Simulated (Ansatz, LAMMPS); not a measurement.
**Relaxing a frame of liquid SiO0.5 from 3700 K (79 atoms)**

How does a frame of liquid SiO0.5 from 3700 K (79 atoms) relax, and what do bonds, charges and levels look like afterwards?

Method: Kohn-Sham DFT, PBE, PAW (set soft_2), plane waves, in Ansatz 0.2.0.

This is a report of a sequence of runs, with most program output left out.

## 1. The starting structure

The cell holds 79 atoms: 53 Si and 26 O. Cell: a = 11.195 Å, b = 11.195 Å, c = 11.195 Å, α = 90.0°, β = 90.0°, γ = 90.0°. 79 atoms (53 Si, 26 O) placed at random at 2.25 g/cm³, melted at 5000 K for 10 ps at fixed volume with the Tersoff Si-O potential (Munetoh et al., Comput. Mater. Sci. 39, 334 (2007)). Snapshot at the end of a hold of 5 ps at 3700 K and fixed volume.

What the set-up can't give: The network of bonds at the start is that of the classical potential that made the cell. The Brillouin zone is sampled at Γ only, in a cell whose shortest periodic width is 11 Å.

## 2. Making the structure

A classical potential makes the cell, at a small fraction of what the same run would cost in DFT.

This step: classical MD, Tersoff Si-O potential (Munetoh et al., Comput. Mater. Sci. 39, 334 (2007)) (LAMMPS 22 Jul 2025 - Update 4).

Contents of in.lmp:

```
# melt-quench of Si53O26
units metal
atom_style atomic
boundary p p p
region box block 0 11.1950 0 11.1950 0 11.1950
create_box 2 box
mass 1 28.0850   # Si
mass 2 15.9990   # O
create_atoms 1 random 53 24938 NULL overlap 1.88 maxtry 2000
create_atoms 2 random 26 24945 NULL overlap 1.88 maxtry 2000
pair_style tersoff
pair_coeff * * SiO.tersoff Si O
neigh_modify delay 0 every 1 check yes
thermo_style custom step time temp pe press density
thermo_modify norm yes
timestep 0.001
thermo 100
min_style cg
minimize 1e-4 1e-4 200 2000
reset_timestep 0
velocity all create 5000 24939 mom yes dist gaussian
fix lim all nve/limit 0.05
fix lan all langevin 5000 5000 0.1 24940 zero yes
thermo 500
run 1000 post no
unfix lim
unfix lan
thermo 1666
fix md all nvt temp 5000 5000 0.1
run 10000 post no
unfix md
thermo 1000
fix md all nvt temp 5000 3700 0.1
run 3000 post no
# [... 10 lines left out ...]
fix md all nvt temp 3700 300 0.1
run 68000 post no
unfix md
thermo 2500
fix md all nvt temp 300 300 0.1
run 5000 post no
unfix md
write_dump all custom glass.dump id type xs ys zs modify sort id
```

Started as:

```bash
$ lmp -in in.lmp -log none -nocite
```

Run time: 14 s. Hardware: 1 thread of Intel Xeon at 2.80GHz (Skylake/Cascade Lake), shared host; peak memory 0.36 GiB.

## 3. Single point at the start

A single point comes first, to see the forces before anything moves.

Contents of input.yaml:

```yaml
crystal:
  lattice:
    - [11.195, 0.0, 0.0]
    - [0.0, 11.195, 0.0]
    - [0.0, 0.0, 11.195]
  atoms:
    - { symbol: Si, position: [0.38166, 0.659, 0.88332] }
    - { symbol: Si, position: [0.03253, 0.50452, 0.20484] }
    - { symbol: Si, position: [0.23579, 0.0272, 0.89223] }
    - { symbol: Si, position: [0.2751, 0.88219, 0.47533] }
    - { symbol: Si, position: [0.37874, 0.67715, 0.21272] }
    - { symbol: Si, position: [0.43585, 0.93681, 0.93836] }
    - { symbol: Si, position: [0.75244, 0.92585, 0.83849] }
    - { symbol: Si, position: [0.70005, 0.83724, 0.19606] }
[... 67 atom lines left out ...]
    - { symbol: O, position: [0.9421, 0.90814, 0.96422] }
    - { symbol: O, position: [0.65392, 0.64518, 0.75962] }
    - { symbol: O, position: [0.99914, 0.62209, 0.30743] }
    - { symbol: O, position: [0.47898, 0.07276, 0.62868] }
kpoints:
  mp_grid: { grid: [1, 1, 1] }
hamiltonian:
  xc: pbe
scf:
  occupations: { method: gaussian, width: 0.05 }
output:
  forces: true
  stress: true
  populations: intrinsic
  dos:
    method: { smearing: { sigma: 0.08 } }
    de: 0.1
    projected: { site_lists: { O: [O], Si: [Si] } }
  eigenvalues: true
```

Started as:

```bash
$ ansatz run input.yaml --threads 4 --pin off --max-ram 8192MiB --backend cpu --events-out ev --progress --plain --runs-dir out
```

The job ended after 13 s (4 threads of Arm Neoverse V2, shared host; peak memory 1.4 GiB; 48 s of CPU time).

The run gave:

* free energy: -48407.3433 eV
* free energy per atom: -612.7512 eV/atom
* SCF cycles: 11
* pressure: 6.701 GPa
* r.m.s. force component: 1.962 eV/Å
* longest force: 10.18 eV/Å
* Fermi energy: 5.867 eV
* levels partly filled by over 2 per cent: 2

The r.m.s. force component of 2.0 eV/Å and the pressure of 6.7 GPa set the starting point.

Length of the force by element:

| element | coordination | atoms | mean length of the force (eV/Å) | spread | least | most |
| --- | --- | --- | --- | --- | --- | --- |
| O | all | 26 | 3.05 | 1.72 | 0.567 | 8.03 |
| Si | all | 53 | 2.81 | 1.82 | 0.215 | 10.2 |

## 4. Relaxation

With the cell held, the atoms are moved downhill towards a nearby minimum.

input.yaml, the sections that differ from step 3:

```yaml
output:
  forces: true
relax:
  f_tol: 0.05
  max_steps: 200
# crystal, kpoints, hamiltonian, scf: as in step 3
```

It took 6.5 min on 4 threads; peak memory 1.4 GiB.

Step by step (22 of 76):

| step | energy less that of the first step (eV) | largest force component (eV/Å) |
| --- | --- | --- |
| 1 | 0.0000 | 9.6394 |
| 5 | -27.7830 | 1.2890 |
| 8 | -34.2481 | 0.7605 |
| 12 | -38.2623 | 1.2253 |
| 15 | -40.1841 | 0.4541 |
| 19 | -41.9382 | 0.8006 |
| 22 | -42.9223 | 0.6426 |
| 26 | -44.3043 | 0.6235 |
| 30 | -45.0570 | 0.2314 |
| 33 | -45.1362 | 0.1201 |
| 37 | -45.4387 | 0.3809 |
| 40 | -45.7737 | 0.3592 |
| 44 | -45.8718 | 0.1326 |
| 47 | -45.9786 | 0.6004 |
| 51 | -46.3496 | 0.5287 |
| 55 | -46.5652 | 0.2725 |
| 58 | -46.8203 | 0.3645 |
| 62 | -47.0945 | 0.3802 |
| 65 | -47.5041 | 1.0529 |
| 69 | -48.1068 | 0.2397 |
| 72 | -48.2733 | 0.1557 |
| 76 | -48.2982 | 0.0391 |

Relaxation steps 48, 73 were tried and not accepted.

The atoms that moved most (Å):

| atom | dx | dy | dz | length |
| --- | --- | --- | --- | --- |
| Si43 | -1.485 | -2.138 | -0.340 | 2.625 |
| Si5 | -0.976 | 1.766 | 1.045 | 2.272 |
| O75 | -0.034 | -0.396 | 1.914 | 1.955 |
| O66 | 0.080 | -0.207 | -1.841 | 1.854 |
| O69 | 0.698 | 1.289 | -0.838 | 1.689 |
| Si16 | -0.222 | -1.595 | 0.475 | 1.679 |
| Si32 | -0.199 | 1.397 | 0.828 | 1.636 |
| Si46 | 0.883 | -0.465 | -1.266 | 1.612 |

The relaxation changed the energy by -611 meV/atom, and atoms moved by 1.1 Å r.m.s., 2.6 Å at most.

## 5. Local order after relaxation

Density 2.25 g/cm³, 17.76 Å³ an atom.

g(r), total and by pair (bins of 0.2 Å):

| r (Å) | total | Si-Si | Si-O | O-O |
| --- | --- | --- | --- | --- |
| 1.60 | 2.50 | 0.00 | 5.70 | 0.00 |
| 1.80 | 0.81 | 0.00 | 1.84 | 0.00 |
| 2.00 | 0.05 | 0.00 | 0.11 | 0.00 |
| 2.20 | 0.07 | 0.08 | 0.09 | 0.00 |
| 2.40 | 2.20 | 4.88 | 0.00 | 0.00 |
| 2.60 | 0.63 | 0.59 | 0.00 | 3.37 |
| 2.80 | 0.43 | 0.40 | 0.16 | 1.71 |
| 3.00 | 0.73 | 0.44 | 1.07 | 0.55 |
| 3.20 | 1.48 | 0.98 | 2.15 | 0.78 |
| 3.40 | 1.07 | 0.72 | 1.45 | 1.00 |
| 3.60 | 1.21 | 0.77 | 1.79 | 0.64 |
| 3.80 | 0.90 | 1.05 | 0.85 | 0.46 |
| 4.00 | 1.03 | 1.27 | 0.88 | 0.61 |
| 4.20 | 1.06 | 1.29 | 0.92 | 0.65 |
| 4.40 | 1.08 | 1.12 | 0.94 | 1.45 |
| 4.60 | 1.06 | 1.10 | 0.94 | 1.40 |
| 4.80 | 0.88 | 0.83 | 0.88 | 1.07 |
| 5.00 | 0.88 | 0.89 | 0.83 | 1.06 |
| 5.20 | 1.05 | 0.93 | 1.24 | 0.79 |
| 5.40 | 1.02 | 0.98 | 1.12 | 0.74 |

## 6. Single point at the relaxed geometry

The electronic structure is read at the final geometry, in a run of its own.

Contents of input.yaml:

```yaml
crystal:
  lattice:
    - [11.195, 0.0, 0.0]
    - [0.0, 11.195, 0.0]
    - [0.0, 0.0, 11.195]
  atoms:
    - { symbol: Si, position: [0.3402, 0.70474, 0.93294] }
    - { symbol: Si, position: [0.02412, 0.55781, 0.187] }
    - { symbol: Si, position: [0.24616, 0.08269, 0.8829] }
    - { symbol: Si, position: [0.26425, 0.84514, 0.59102] }
    - { symbol: Si, position: [0.29158, 0.83492, 0.30606] }
    - { symbol: Si, position: [0.45753, 0.02901, 0.88237] }
    - { symbol: Si, position: [0.74714, 0.84937, 0.83821] }
    - { symbol: Si, position: [0.70137, 0.83294, 0.21562] }
[... 67 atom lines left out ...]
    - { symbol: O, position: [0.95834, 0.83752, 0.04229] }
    - { symbol: O, position: [0.61028, 0.67753, 0.69736] }
    - { symbol: O, position: [0.97298, 0.63803, 0.30301] }
    - { symbol: O, position: [0.44479, 0.10718, 0.60336] }
kpoints:
  mp_grid: { grid: [1, 1, 1] }
hamiltonian:
  xc: pbe
scf:
  occupations: { method: gaussian, width: 0.05 }
output:
  forces: true
  stress: true
  populations: true
  dos:
    method: { smearing: { sigma: 0.1 } }
    de: 0.1
    projected: { site_lists: { O: [O], Si: [Si] } }
  eigenvalues: true
  write_density: true
  write_potential: true
  volumetric_format: npy
  elf: true
```

It took 13 s on 4 threads; peak memory 1.4 GiB.

Numbers from this run:

* free energy: -48455.6415 eV
* free energy per atom: -613.3626 eV/atom
* SCF cycles: 11
* pressure: -0.4591 GPa
* r.m.s. force component: 0.00914 eV/Å
* longest force: 0.04682 eV/Å
* Fermi energy: 5.607 eV
* gap (highest filled to lowest empty level): 0.4597 eV
* spilling of the projection: 0.01495

Löwdin charges by element (they lack the spilled electrons, 0.070 e an atom on average):

| element | coordination | atoms | mean charge (e) | spread | least | most |
| --- | --- | --- | --- | --- | --- | --- |
| O | all | 26 | -0.735 | 0.0248 | -0.773 | -0.67 |
| Si | all | 53 | 0.464 | 0.409 | -0.149 | 1.40 |

Density of states as counts of states in windows of 1 eV (from the Fermi level), total and the larger projections:

| from (eV) | to (eV) | total | Si p | O p | Si s |
| --- | --- | --- | --- | --- | --- |
| -18 | -12 | 0.0 | 0.0 | 0.0 | 0.0 |
| -12 | -11 | 15.2 | 2.5 | 4.4 | 8.0 |
| -11 | -10 | 20.0 | 3.2 | 7.6 | 8.6 |
| -10 | -9 | 19.1 | 4.0 | 7.5 | 7.1 |
| -9 | -8 | 23.0 | 6.4 | 9.2 | 6.7 |
| -8 | -7 | 22.4 | 7.7 | 9.7 | 4.4 |
| -7 | -6 | 34.1 | 12.3 | 16.0 | 4.8 |
| -6 | -5 | 43.8 | 11.8 | 26.0 | 4.6 |
| -5 | -4 | 42.2 | 9.2 | 28.0 | 3.9 |
| -4 | -3 | 27.4 | 11.3 | 11.6 | 3.8 |
| -3 | -2 | 28.1 | 18.5 | 5.9 | 2.8 |
| -2 | -1 | 29.8 | 21.6 | 4.8 | 2.3 |
| -1 | 0 | 10.9 | 8.0 | 0.9 | 1.4 |
| 0 | 1 | 10.8 | 7.0 | 0.6 | 2.0 |
| 1 | 2 | 29.5 | 18.3 | 1.7 | 5.1 |
| 2 | 3 | 33.3 | 19.9 | 1.9 | 5.5 |
| 3 | 4 | 36.2 | 20.9 | 2.0 | 5.3 |
| 4 | 5 | 37.1 | 19.9 | 2.1 | 4.7 |

Between -23 and -18 eV lie 52 more states.

The levels nearest the highest filled one (over half full), pooled over k-points and spins:

| level less the highest filled one (eV) | occupation |
| --- | --- |
| -0.847 | 2 |
| -0.589 | 2 |
| -0.461 | 2 |
| -0.355 | 2 |
| -0.205 | 2 |
| 0 | 2 |
| 0.460 | 0 |
| 0.636 | 0 |
| 0.904 | 0 |
| 0.973 | 0 |
| 1.11 | 0 |
| 1.23 | 0 |

Electrostatic potential energy in the ac plane at fractional y = 0.702, with atoms of Si and O within 0.2 Å of it. With pseudopotentials it is smooth inside the atoms' cores, unlike the true potential.

Values in eV, 13 rows by 16 columns, each cell a mean:
```
  8  10  10   7 -15 -44 -23   4   4   1   4   8   9   9   8   7
  7  10  10   8  -5 -26 -10   2 -21 -39 -11   7   8   7   2   2
  6  10  10  10   8   6   7   5 -15 -32  -7   7   8   4  -7  -5
  8  10  10  10   9   9   9   9   6 -22 -14   8   8   6   2   3
  7   9   9   9   8   8   9  10   9  -7  -5   6   8   6   3   4
  7   8   7   5   7   8   9   9   8   4  -1   3   7   4 -21  -9
 -2   4 -11 -33 -11   6   7   6   7   4   0   5   8   6 -24 -15
-38  -6 -15 -39 -16   4 -12 -28  -6   0  -9   2   8   9   4 -20
-12   2   5   2   5   4 -22 -42 -13   4   3   6   9   9   7  -7
  6   8   8   7   6   6   3  -1   5   8   8   8   9  10   9   5
  8   7   4 -15 -22   0   4   3   7   8   1 -17   3  10  10   9
  9   3  -6 -30 -40  -5   5   5   7   4  -8 -31  -1  10  10  10
 10  10   7   1  -4  -4   2   7   7   1  -2   4   9  10  10  10
```
Columns run along a (11.2 Å; values clipped at the 3rd and 97th percentile), rows up along c (11.2 Å). Atoms in or near the plane, at fractional coordinates: Si at (0.34, 0.93), Si at (0.45, 0.36), Si at (0.21, 0.45), Si at (0.58, 0.85), Si at (0.25, 0.13), O at (0.71, 0.13), O at (0.91, 0.53).

ELF in the ac plane at fractional y = 0.702, with atoms of Si and O within 0.2 Å of it. It is the smooth field of the valence electrons, not physical close to the nuclei.

Values, 13 rows by 16 columns, each cell a mean:
```
0.35 0.06 0.04 0.54 0.83 0.49 0.29 0.30 0.22 0.69 0.75 0.24 0.04 0.12 0.37 0.50
0.67 0.13 0.02 0.42 0.83 0.55 0.33 0.37 0.35 0.36 0.67 0.40 0.18 0.37 0.81 0.93
0.30 0.04 0.01 0.04 0.23 0.29 0.12 0.17 0.26 0.38 0.43 0.21 0.15 0.35 0.61 0.69
0.20 0.02 0.02 0.04 0.02 0.01 0.01 0.04 0.48 0.75 0.75 0.27 0.05 0.32 0.69 0.64
0.11 0.01 0.04 0.15 0.19 0.06 0.01 0.02 0.37 0.69 0.67 0.23 0.06 0.16 0.34 0.32
0.20 0.15 0.44 0.77 0.78 0.29 0.04 0.04 0.06 0.26 0.51 0.44 0.12 0.36 0.65 0.67
0.42 0.77 0.74 0.58 0.72 0.37 0.30 0.38 0.25 0.52 0.90 0.81 0.18 0.47 0.73 0.75
0.32 0.87 0.72 0.33 0.56 0.53 0.59 0.49 0.70 0.70 0.72 0.78 0.30 0.08 0.27 0.33
0.58 0.34 0.34 0.47 0.50 0.48 0.52 0.40 0.65 0.61 0.51 0.54 0.21 0.03 0.35 0.70
0.46 0.08 0.07 0.31 0.40 0.27 0.57 0.78 0.53 0.14 0.14 0.21 0.10 0.02 0.38 0.67
0.12 0.40 0.47 0.38 0.56 0.64 0.56 0.58 0.34 0.10 0.56 0.72 0.64 0.12 0.04 0.12
0.19 0.74 0.76 0.37 0.41 0.72 0.60 0.50 0.42 0.27 0.69 0.67 0.75 0.17 0.01 0.02
0.04 0.30 0.30 0.38 0.85 0.78 0.40 0.17 0.23 0.50 0.48 0.40 0.22 0.02 0.04 0.05
```
Columns run along a (11.2 Å), rows up along c (11.2 Å). Atoms in or near the plane, at fractional coordinates: Si at (0.34, 0.93), Si at (0.45, 0.36), Si at (0.21, 0.45), Si at (0.58, 0.85), Si at (0.25, 0.13), O at (0.71, 0.13), O at (0.91, 0.53).

Mean Löwdin charges: O -0.73, Si +0.46 e (they miss 1.5 % of the electrons, so they add up to more than the cell's charge). The largest share in the top eV of filled states is Si p (76 % of the projected weight), and in the lowest eV of empty states Si p (70 % of the projected weight).

The surroundings of Si20, whose charge lies farthest from its element's mean, nearest first, numbered as they follow in the input and with coordinates relative to it.

| atom | x | y | z | distance (Å) | Löwdin charge (e) |
| --- | --- | --- | --- | --- | --- |
| Si20 | 0.00 | 0.00 | 0.00 | 0.00 | 1.40 |
| O66 | 1.34 | 0.92 | -0.05 | 1.63 | -0.77 |
| O59 | -0.83 | 0.17 | 1.42 | 1.65 | -0.76 |
| O70 | -0.92 | 0.52 | -1.30 | 1.68 | -0.75 |
| Si42 | 0.63 | -2.21 | 0.22 | 2.31 | -0.04 |
| O57 | 1.00 | -0.57 | -2.51 | 2.76 | -0.76 |
| Si40 | -0.20 | 0.51 | -2.82 | 2.88 | 1.01 |
| Si41 | 2.39 | 1.94 | 0.71 | 3.16 | 0.95 |
| Si10 | -1.95 | 0.71 | 2.52 | 3.26 | 0.93 |
| O58 | 2.78 | 1.22 | 2.16 | 3.72 | -0.76 |
| Si13 | -1.24 | -3.48 | 0.99 | 3.83 | 0.41 |

## 7. A run with a doubtful setting

The input is spoilt on purpose; the run shows how that looks.

Contents of input.yaml:

```yaml
crystal:
  lattice:
    - [11.195, 0.0, 0.0]
    - [0.0, 11.195, 0.0]
    - [0.0, 0.0, 11.195]
  atoms:
    [... the 79 atom lines of step 3 ...]
kpoints:
  mp_grid: { grid: [1, 1, 1] }
hamiltonian:
  xc: pbe
scf:
  occupations: { method: gaussian, width: 0.05 }
  max_iter: 50
output:
  forces: true
accuracy: "yes please"
```

Wall time 0.02 s (4 threads); peak memory 0.022 GiB.

The program refused the input before any cycle.

The program's message: “Error: YAML parse error: error: line 95 column 1: unknown variant `yes please`, expected one of low, medium, high”

The fault in the input: a value that the key doesn't take (accuracy = "yes please"). The fix is to take out accuracy.

## 8. Another setting: scf.lower_state_search = "off" and scf.n_extra_bands = 2

Changed here: scf.lower_state_search = "off" and scf.n_extra_bands = 2.

input.yaml, the sections that differ from step 7:

```yaml
scf:
  occupations: { method: gaussian, width: 0.05 }
  n_extra_bands: 2
  lower_state_search: "off"
output:
  forces: true
  stress: true
  populations: true
  dos:
    method: { smearing: { sigma: 0.08 } }
    de: 0.1
    projected: { site_lists: { O: [O], Si: [Si] } }
  eigenvalues: true
# crystal, kpoints, hamiltonian: as in step 7
# accuracy: removed
```

Elapsed: 12 s, on 4 threads; peak memory 1.2 GiB.

Geometry and reference: those of the single point at the start.

Forces differ from those of the single point at the start by 0.026 meV/Å r.m.s., 0.0013 % of their size. It took 0.94 times the reference's time (shared host, so rough).

## 9. Outcome

```yaml
energy_change_in_the_relaxation: -611.4 meV/atom
r_m_s_displacement: 1.056 Å
largest_displacement: 2.625 Å
free_energy_per_atom: -613.3626 eV/atom
pressure: -0.4591 GPa
r_m_s_force_component: 0.00914 eV/Å
spacing_of_highest_filled_and_lowest_empty_level: 0.4597 eV
wall_time_of_the_4_dft_runs: 7.1 min
```

What this shows: Relaxation lowers the energy by 611 meV/atom and moves atoms by 1.1 Å r.m.s.; the r.m.s. force component goes from 2.0 to 0.0091 eV/Å, the pressure goes from 6.7 to -0.46 GPa. From the first step to the last the energy fell by 48.298 eV, and the largest move was 2.63 Å (Si43). Between filled and empty levels lie 0.460 eV (at Γ alone); a semilocal functional tends to put such gaps too low. In a disordered cell it changes from sample to sample and from frame to frame.

What to keep in mind: The network of bonds at the start is that of the classical potential that made the cell; in DFT atoms moved by 1.1 Å r.m.s. The stress is far from hydrostatic: its diagonal is 0.3, 1.0, -2.6 GPa, compression counted positive.

[Logs are printed without paths, hosts, clocks, repeated set-up lines and the standing remarks that a program may print on its own settings, such as how far it seeks lower states.]

[Hosts, paths, dates, database ids (printed as entryN), source tags and the programs' standing remarks are cut or masked in the printed files.]
